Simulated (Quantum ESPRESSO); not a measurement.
**BaLiF3 (Pm-3m): third-order response**

Which lines does BaLiF3 (Pm-3m) show in Raman and infrared spectra?

Program: Quantum ESPRESSO 8.0 development, patched. Level of theory: DFT LDA, scalar-relativistic, plane waves, PseudoDojo norm-conserving pseudopotentials. Results are calculated unless marked as measured.

### Step 1. Set-up

It takes space group Pm-3m (No. 221, cubic). The conventional cell has a = 3.989 Å, b = 3.989 Å, c = 3.989 Å, α = 90.00°, β = 90.00°, γ = 90.00°. Nearest to Ba lie 12 F at 2.82 Å. Nearest to Li lie 6 F at 1.99 Å. Nearest to F lie 2 Li at 1.99 Å and 4 Ba at 2.82 Å. Farther neighbours and most contacts between anions are not listed.

### Step 2. A first look

Before anything dear is run, a loose run with smearing shows whether this is a metal and how far the cell is from rest.

probe.in

```
 &control
    calculation='scf',
    prefix='x',
    outdir='./tmp',
    pseudo_dir='./pseudo',
    tprnfor=.true.,
    tstress=.true.,
    verbosity='high',
 /
 &system
    ibrav=0,
    nat=5,
    ntyp=3,
    ecutwfc=84.0,
    occupations='smearing',
    smearing='gaussian',
    degauss=0.01,
 /
 &electrons
    conv_thr=1.0d-07,
    mixing_beta=0.7,
    electron_maxstep=100,
 /
ATOMIC_SPECIES
 Ba    137.3270  Ba.upf
 Li      6.9400  Li.upf
 F      18.9984  F.upf
CELL_PARAMETERS angstrom
     3.988581640    0.000000000    0.000000000
     0.000000000    3.988581640    0.000000000
     0.000000000    0.000000000    3.988581640
ATOMIC_POSITIONS crystal
 Ba     0.000000000   0.000000000   0.000000000
 Li     0.500000000   0.500000000   0.500000000
 F      0.000000000   0.500000000   0.500000000
 F      0.500000000   0.500000000   0.000000000
 F      0.500000000   0.000000000   0.500000000
K_POINTS automatic
 4 4 4 0 0 0
```

The run is started by

```
> OMP_NUM_THREADS=1 mpirun -n 4 pw.x -nk 4 -in probe.in > probe.out
```

The program printed:

```text
[banners, grids, parts of the stress and lines that vanish by symmetry left out]
Program PWSCF v.8.0dev
     Message from routine setup:
     using ibrav=0 with symmetry is DISCOURAGED, use correct ibrav instead
[...]
kinetic-energy cutoff     =      84.0000  Ry
     charge density cutoff     =     336.0000  Ry
     scf convergence threshold =      1.0E-07
[...]
Exchange-correlation= SLA-PW-NOGX-NOGC
                           (   1   4   0   0   0   0   0)
[...]
48 Sym. Ops., with inversion, found
[...]
(     0          1          0      )
                  (     0          0          1      )
[...]
(  0.0000000  1.0000000  0.0000000 )
                  (  0.0000000  0.0000000  1.0000000 )
[...]
(     0         -1          0      )
                  (     0          0          1      )
[...]
( -1.0000000  0.0000000  0.0000000 )
                  (  0.0000000  1.0000000  0.0000000 )
[...]
number of k points=    10  Gaussian smearing, width (Ry)=  0.0100
[...]
End of self-consistent calculation
[...]
the Fermi energy is     7.7513 ev
!    total energy              =    -218.83596538 Ry
[...]
convergence has been achieved in   7 iterations
[...]
atom    1 type  1   force =     0.00000000    0.00000000    0.00000000
     atom    2 type  2   force =     0.00000000    0.00000000    0.00000000
     atom    3 type  3   force =     0.00000000    0.00000000    0.00000000
     atom    4 type  3   force =     0.00000000    0.00000000    0.00000000
     atom    5 type  3   force =     0.00000000    0.00000000    0.00000000
[...]
Total force =     0.000000     Total SCF correction =     0.000000
[...]
total   stress  (Ry/bohr**3)                   (kbar)     P=      -57.48
[...]
XML data file, charge density, pseudopotentials, collected wavefunctions

   JOB DONE.
```

Elapsed: 4.7 s, on 4 MPI ranks of Arm Neoverse V2, shared host.

Read from the output:

| Item | Value |
| --- | --- |
| volume per atom | 12.69 Å³ |
| pressure | -5.748 GPa |
| gap on the k-mesh | 6.550 eV |

A gap of 6.6 eV opens on this mesh, so the crystal is taken as an insulator; the start stands at -5.7 GPa.

### Step 3. Relaxing the cell and atoms

The relaxation runs at a cutoff a fifth above that of the response, since stress converges more slowly with the basis than frequencies do. Forces and stress are brought to rest with tight thresholds.

relax.in

```
 &control
    calculation='vc-relax',
    prefix='x',
    outdir='./tmp',
    pseudo_dir='./pseudo',
    tprnfor=.true.,
    tstress=.true.,
    forc_conv_thr=2.0d-05,
    etot_conv_thr=1.0d-07,
    nstep=40,
 /
 &system
    ibrav=0,
    nat=5,
    ntyp=3,
    ecutwfc=101,
    occupations='fixed',
    nbnd=19,
 /
 &electrons
    conv_thr=1.0d-11,
    mixing_beta=0.7,
    electron_maxstep=100,
 /
 &ions
 /
 &cell
    press_conv_thr=0.2,
 /
ATOMIC_SPECIES
 Ba    137.3270  Ba.upf
 Li      6.9400  Li.upf
 F      18.9984  F.upf
CELL_PARAMETERS angstrom
     3.988581640    0.000000000    0.000000000
     0.000000000    3.988581640    0.000000000
     0.000000000    0.000000000    3.988581640
ATOMIC_POSITIONS crystal
 Ba     0.000000000   0.000000000   0.000000000
 Li     0.500000000   0.500000000   0.500000000
 F      0.000000000   0.500000000   0.500000000
 F      0.500000000   0.500000000   0.000000000
 F      0.500000000   0.000000000   0.500000000
K_POINTS automatic
 6 6 6 0 0 0
```

The run is started by

```
> OMP_NUM_THREADS=1 mpirun -n 4 pw.x -nk 4 -in relax.in > relax.out
```

The program printed:

```text
[banners, grids, parts of the stress and lines that vanish by symmetry left out]
[banner, memory and clock lines left out]
Program PWSCF v.8.0dev

[...]
kinetic-energy cutoff     =     101.0000  Ry
     charge density cutoff     =     404.0000  Ry
     scf convergence threshold =      1.0E-11
[...]
energy convergence thresh.=      1.0E-07
     force convergence thresh. =      2.0E-05
     press convergence thresh. =      2.0E-01
     Exchange-correlation= SLA-PW-NOGX-NOGC
                           (   1   4   0   0   0   0   0)
[...]
48 Sym. Ops., with inversion, found
[...]
number of k points=    20
[...]
End of self-consistent calculation
[...]
highest occupied, lowest unoccupied level (ev):     4.5474   11.0980
!    total energy              =    -218.83604123 Ry
[...]
convergence has been achieved in  12 iterations
[...]
atom    1 type  1   force =     0.00000000    0.00000000    0.00000000
     atom    2 type  2   force =     0.00000000    0.00000000    0.00000000
     atom    3 type  3   force =     0.00000000    0.00000000    0.00000000
     atom    4 type  3   force =     0.00000000    0.00000000    0.00000000
     atom    5 type  3   force =     0.00000000    0.00000000    0.00000000
     Total force =     0.000000     Total SCF correction =     0.000000
[...]
total   stress  (Ry/bohr**3)                   (kbar)     P=      -57.22
[...]
number of bfgs steps    =   0
[...]
CELL_PARAMETERS (angstrom)
[...]
ATOMIC_POSITIONS (crystal)
Ba               0.0000000000        0.0000000000        0.0000000000
Li               0.5000000000        0.5000000000        0.5000000000
F                0.0000000000        0.5000000000        0.5000000000
F                0.5000000000        0.5000000000        0.0000000000
[...]
New effective cutoffs (rho, wfc):  411.71  102.95
[...]
End of self-consistent calculation
[...]
highest occupied, lowest unoccupied level (ev):     4.8826   11.4760
!    total energy              =    -218.84001970 Ry
[...]
convergence has been achieved in   7 iterations
[...]
atom    1 type  1   force =     0.00000000    0.00000000    0.00000000
     atom    2 type  2   force =     0.00000000    0.00000000    0.00000000
     atom    3 type  3   force =     0.00000000    0.00000000    0.00000000
     atom    4 type  3   force =     0.00000000    0.00000000    0.00000000
     atom    5 type  3   force =     0.00000000    0.00000000    0.00000000
     Total force =     0.000000     Total SCF correction =     0.000000
[...]
total   stress  (Ry/bohr**3)                   (kbar)     P=      -36.78
[...]
number of bfgs steps    =   1
[...]
CELL_PARAMETERS (angstrom)
[...]
ATOMIC_POSITIONS (crystal)
[...]
New effective cutoffs (rho, wfc):  424.11  106.05
[...]
End of self-consistent calculation
[...]
highest occupied, lowest unoccupied level (ev):     5.4181   12.0691
!    total energy              =    -218.84234852 Ry
[...]
convergence has been achieved in   9 iterations
[...]
atom    1 type  1   force =     0.00000000    0.00000000    0.00000000
     atom    2 type  2   force =     0.00000000    0.00000000    0.00000000
     atom    3 type  3   force =     0.00000000    0.00000000    0.00000000
     atom    4 type  3   force =     0.00000000    0.00000000    0.00000000
[...]
Total force =     0.000000     Total SCF correction =     0.000000
[...]
total   stress  (Ry/bohr**3)                   (kbar)     P=        0.57
[...]
number of bfgs steps    =   2
[...]
CELL_PARAMETERS (angstrom)
[...]
ATOMIC_POSITIONS (crystal)
[...]
New effective cutoffs (rho, wfc):  423.92  106.00
[...]
End of self-consistent calculation
[...]
highest occupied, lowest unoccupied level (ev):     5.4099   12.0601
!    total energy              =    -218.84234898 Ry
[...]
convergence has been achieved in   5 iterations
[...]
Total force =     0.000000     Total SCF correction =     0.000000
[...]
total   stress  (Ry/bohr**3)                   (kbar)     P=       -0.05
[...]
number of bfgs steps    =   3
[...]
small trust_radius: resetting bfgs history
[...]
CELL_PARAMETERS (angstrom)
[...]
ATOMIC_POSITIONS (crystal)
[...]
New effective cutoffs (rho, wfc):  423.93  106.00
[...]
End of self-consistent calculation
[...]
highest occupied, lowest unoccupied level (ev):     5.4102   12.0604
!    total energy              =    -218.84234899 Ry
[...]
convergence has been achieved in   4 iterations
[...]
atom    3 type  3   force =     0.00000000    0.00000000    0.00000000
     atom    4 type  3   force =     0.00000000    0.00000000    0.00000000
     atom    5 type  3   force =     0.00000000    0.00000000    0.00000000
     Total force =     0.000000     Total SCF correction =     0.000000
[...]
total   stress  (Ry/bohr**3)                   (kbar)     P=       -0.03
[...]
bfgs converged in   5 scf cycles and   4 bfgs steps
[...]
End of BFGS Geometry Optimization
     Final enthalpy           =    -218.8423489867 Ry
     File ./tmp/x.bfgs deleted, as requested
[...]
CELL_PARAMETERS (angstrom)
[...]
ATOMIC_POSITIONS (crystal)
[...]
F                0.5000000000        0.5000000000        0.0000000000
F                0.5000000000        0.0000000000        0.5000000000
[...]
Final scf calculation at the relaxed structure.
[...]
kinetic-energy cutoff     =     101.0000  Ry
     charge density cutoff     =     404.0000  Ry
     scf convergence threshold =      1.0E-13
[...]
press convergence thresh. =      2.0E-01
     Exchange-correlation= SLA-PW-NOGX-NOGC
                           (   1   4   0   0   0   0   0)
[...]
48 Sym. Ops., with inversion, found
[...]
number of k points=    20
[...]
End of self-consistent calculation
[...]
highest occupied, lowest unoccupied level (ev):     5.4102   12.0605
!    total energy              =    -218.84233525 Ry
[...]
convergence has been achieved in  13 iterations
[...]
atom    1 type  1   force =     0.00000000    0.00000000    0.00000000
     atom    2 type  2   force =     0.00000000    0.00000000    0.00000000
     atom    3 type  3   force =     0.00000000    0.00000000    0.00000000
     atom    4 type  3   force =     0.00000000    0.00000000    0.00000000
     atom    5 type  3   force =     0.00000000    0.00000000    0.00000000
     Total force =     0.000000     Total SCF correction =     0.000000
[...]
total   stress  (Ry/bohr**3)                   (kbar)     P=       -0.09
[...]
XML data file, charge density, pseudopotentials, collected wavefunctions
```

The job ended after 54 s (4 MPI ranks; 3.6 min of CPU time).

Relaxation path:

| step | energy less that of the first step (eV) | largest force (eV/Å) | pressure (GPa) | volume (Å³) |
| --- | --- | --- | --- | --- |
| 1 | 0.0000 | 0.0000 | -5.72 | 63.45 |
| 2 | -0.0541 | 0.0000 | -3.68 | 61.62 |
| 3 | -0.0858 | 0.0000 | 0.06 | 58.94 |
| 4 | -0.0858 | 0.0000 | -0.01 | 58.98 |
| 5 | -0.0858 | 0.0000 | 0.00 | 58.97 |
| 6 | -0.0856 | 0.0000 | -0.01 | 58.97 |

```
conventional cell, symmetrised  before  after  change
                         a (Å)   3.989  3.892  -2.4 %
                         b (Å)   3.989  3.892  -2.4 %
                         c (Å)   3.989  3.892  -2.4 %
              volume (Å³/atom)   12.69  11.79  -7.1 %
```

Final coordinates:

```xyz
5
Lattice="3.8924 0.0000 0.0000 0.0000 3.8924 0.0000 0.0000 0.0000 3.8924" Properties=species:S:1:pos:R:3 pbc="T T T"
Ba    0.0000    0.0000    0.0000
Li    1.9462    1.9462    1.9462
F     0.0000    1.9462    1.9462
F     1.9462    1.9462    0.0000
F     1.9462    0.0000    1.9462
```

The last row of the table of steps is pw.x's closing run on a basis chosen anew for the final cell, so its energy can jump.

This step gave:

```yaml
volume_per_atom: 11.79 Å³
pressure: -0.009 GPa
gap_on_the_k_mesh: 6.650 eV
```

The volume changes by -7.1 % from the cell with which this run began.

### Step 4. Ground state

Perturbation theory inherits every error of the wavefunctions, so the threshold is set near the limit of the arithmetic. With a gap, occupations are fixed, which also allows the response to an electric field.

scf.in

```
 &control
    calculation='scf',
    prefix='x',
    outdir='./tmp',
    pseudo_dir='./pseudo',
    tprnfor=.true.,
    tstress=.true.,
 /
 &system
    ibrav=0,
    nat=5,
    ntyp=3,
    ecutwfc=84.0,
    occupations='fixed',
    nbnd=19,
 /
 &electrons
    conv_thr=1.0d-12,
    mixing_beta=0.7,
    electron_maxstep=100,
 /
ATOMIC_SPECIES
 Ba    137.3270  Ba.upf
 Li      6.9400  Li.upf
 F      18.9984  F.upf
CELL_PARAMETERS angstrom
     3.892440489    0.000000000    0.000000000
     0.000000000    3.892440489    0.000000000
     0.000000000    0.000000000    3.892440489
ATOMIC_POSITIONS crystal
 Ba     0.000000000   0.000000000   0.000000000
 Li     0.500000000   0.500000000   0.500000000
 F      0.000000000   0.500000000   0.500000000
 F      0.500000000   0.500000000   0.000000000
 F      0.500000000   0.000000000   0.500000000
K_POINTS automatic
 8 8 8 0 0 0
```

The run is started by

```
> OMP_NUM_THREADS=1 mpirun -n 4 pw.x -nk 4 -in scf.in > scf.out
```

The program printed:

```text
[banners, grids, parts of the stress and lines that vanish by symmetry left out]
[banner, memory and clock lines left out]
Program PWSCF v.8.0dev

[...]
kinetic-energy cutoff     =      84.0000  Ry
     charge density cutoff     =     336.0000  Ry
     scf convergence threshold =      1.0E-12
[...]
Exchange-correlation= SLA-PW-NOGX-NOGC
                           (   1   4   0   0   0   0   0)
[...]
48 Sym. Ops., with inversion, found
[...]
number of k points=    35
[...]
End of self-consistent calculation
[...]
highest occupied, lowest unoccupied level (ev):     5.4102   12.0605
!    total energy              =    -218.84226638 Ry
[...]
convergence has been achieved in  12 iterations
[...]
atom    1 type  1   force =     0.00000000    0.00000000    0.00000000
     atom    2 type  2   force =     0.00000000    0.00000000    0.00000000
     atom    3 type  3   force =     0.00000000    0.00000000    0.00000000
     atom    4 type  3   force =     0.00000000    0.00000000    0.00000000
     atom    5 type  3   force =     0.00000000    0.00000000    0.00000000
     Total force =     0.000000     Total SCF correction =     0.000000
[...]
total   stress  (Ry/bohr**3)                   (kbar)     P=       -0.12
[...]
XML data file, charge density, pseudopotentials, collected wavefunctions
```

It took 17 s on 4 MPI ranks.

Numbers from this step:

* pressure: -0.01200 GPa

The cell stands at -0.012 GPa, close enough for phonons.

(Continued in part 2 of 2.)

[Host names and launcher messages were left out of these logs when they were recorded.]

[Logs are printed without paths, hosts, clocks, repeated set-up lines and the standing remarks that a program may print on its own settings, such as how far it seeks lower states.]

[Hosts, paths, dates, database ids (printed as entryN), source tags and the programs' standing remarks are cut or masked in the printed files.]
